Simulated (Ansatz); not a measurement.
Planning a run of Ansatz 0.2.0 on Ge3H (hydrogen-terminated (001) film, symmetric dihydride, 12 layers). The input:

```yaml
crystal:
  lattice:
    - [4.000810168, 0.0, 0.0]
    - [0.0, 4.000810168, 0.0]
    - [0.0, 0.0, 57.9]
  atoms:
    - { symbol: Ge, position: [0.0, 0.0, 0.366173649] }
    - { symbol: Ge, position: [1.0, 0.5, 0.3900647098] }
    - { symbol: Ge, position: [0.5, 0.5, 0.4144551672] }
    - { symbol: Ge, position: [0.5, 1.0, 0.4388543151] }
    - { symbol: Ge, position: [0.0, 0.0, 0.4633043648] }
    - { symbol: Ge, position: [1.0, 0.5, 0.4877660113] }
    - { symbol: Ge, position: [0.5, 0.5, 0.5122339887] }
    - { symbol: Ge, position: [0.5, 1.0, 0.5366956352] }
    - { symbol: Ge, position: [0.0, 0.0, 0.5611456849] }
    - { symbol: Ge, position: [1.0, 0.5, 0.5855448328] }
    - { symbol: Ge, position: [0.5, 0.5, 0.6099352902] }
    - { symbol: Ge, position: [0.5, 1.0, 0.633826351] }
    - { symbol: H, position: [0.3048298095, 1.0, 0.3500164872] }
    - { symbol: H, position: [0.6951701905, 1.0, 0.3500164872] }
    - { symbol: H, position: [0.1951701905, 1.0, 0.6499835128] }
    - { symbol: H, position: [0.8048298095, 0.0, 0.6499835128] }
  periodic: [true, true, false]
kpoints:
  mp_grid: { grid: [4, 4, 1] }
hamiltonian:
  xc: pbesol
  pseudopotentials: { kind: paw, azcp: { folder: soft_1 }, xc_functional: pbe }
scf:
  occupations: { method: fixed }
  convergence: { dr2_threshold: 1.0e-10 }
gw:
  n_empty_bands: 1366
  ecut_chi: 75.0
  qp_bands: [v4, c4]
  qp_kpoints: band_edges
  screening: { model: contour_deformation }
```

```sh
ansatz run input.yaml --threads 3 --pin off --max-ram 92160MiB --backend cuda --events-out ev --progress --plain --runs-dir out --devices 1 --max-vram 13GiB
```

Question: Estimate wall time and host memory on 1 × NVIDIA H100 80GB HBM3 (shared by 6 runs) with 3 threads of AMD EPYC 7R13 (Zen 3), shared host.

It took 2.2 min; on shared hardware allow 65 s to 4.4 min. Peak host memory was 7.9 GiB. The sizes that set the cost: 18137 plane waves a state, 9 irreducible k points, 1452 bands summed, 1293 plane waves in the screening and 15 SCF cycles.

The screening grows as filled bands × empty bands × pairs of k points, times the square of the screening basis for the matrix.

[Paths, hosts, dates, memory and timing lines, banners, echoed tables and standing remarks are left out of the program output.]

[Logs are printed without paths, hosts, clocks, repeated set-up lines and the standing remarks that a program may print on its own settings, such as how far it seeks lower states.]

[Runs of the session that timed out or met a known fault of the program may be left out.]

[Cells called generated may have been cut or substituted from an entry of the Crystallography Open Database or the Materials Project.]

[Hosts, paths, dates, database ids (printed as entryN), source tags and the programs' standing remarks are cut or masked in the printed files.]
